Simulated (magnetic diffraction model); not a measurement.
# Tb2Be2W: the ordered moment from one line

Space group P4/mbm (no. 127), a = 7.0510 Å, c = 3.5280 Å.

```
site  atom       x       y    z
  2a     W       0       0    0
  4h    Tb  0.8242  0.6758  1/2
  4g    Be  0.6216  0.8784    0
```

This is a made-up structure (elements placed in a structure type, unrelaxed), so the numbers test the method and describe no known phase.

Only Tb is taken to order (form factors of Tb3+); orders and moment sizes are assumed, and not adapted to the symmetry. Radiation: neutrons of λ = 1.594 Å, 3° to 55°; isotropic B of 0.51 Å² (W), 0.49 Å² (Tb) and 1.07 Å² (Be). Simulated constant-wavelength pattern: nuclear and magnetic terms add, the magnetic one as |2.695 fm × Σ f S⊥ exp(2πi Q·r) exp(−B s²)|², summed over all Q at one angle with the factor 1/(sin²θ cos θ). For collinear order S is the moment m, which repeats by lattice and centring translations R with the sign exp(−2πi k·R). Free-ion form factors, Sears's scattering lengths of 1992, no absorption; a label names one of the reflections at its angle. The strongest nuclear line in the range is 100, and lines under 0.2 are left out.

In a first state the assumed order is k = (0 0 0), collinear moments along [001], 5.8 μB on Tb; signs + at (0.8242, 0.6758, 1/2), − at (0.1758, 0.3242, 1/2), + at (0.3242, 0.8242, 1/2), − at (0.6758, 0.1758, 1/2), with this pattern:

```
2θ (°)    index  nuclear  magnetic
 12.98  (0 1 0)      0.0     184.4
 18.40  (1 1 0)      9.6      35.5
 26.11  (0 0 1)      1.9       0.0
 26.13  (2 0 0)      1.4      32.2
 29.26  (0 1 1)      0.0      12.2
 29.28  (2 1 0)      0.0      31.5
 32.13  (1 1 1)      0.0       6.5
 37.28  (2 0 1)     25.8      13.4
 37.29  (2 2 0)      6.5       9.5
 39.63  (2 1 1)    100.0      16.2
 39.64  (0 3 0)      0.0       0.5
 41.89  (3 1 0)     35.1      23.6
 46.09  (2 2 1)      0.0       7.1
 48.09  (0 3 1)      0.0       0.4
 48.10  (3 2 0)     13.9      13.0
 50.03  (3 1 1)      4.3      20.4
```
(The table stops after 16 lines; 2 more lie at higher angle.)

**Question.** Nearer the ordering temperature the line at 12.98° has total intensity 133.3 on the same scale, and all moments have shrunk alike. How large is the Tb moment?

The nuclear part, 0.0, stays, so the magnetic part is 133.3 against 184.4. It goes as m², so m = 5.8 × √(133.3/184.4) = 4.93 μB; the value used was 4.93 μB.

[Logs are printed without paths, hosts, clocks, repeated set-up lines and the standing remarks that a program may print on its own settings, such as how far it seeks lower states.]
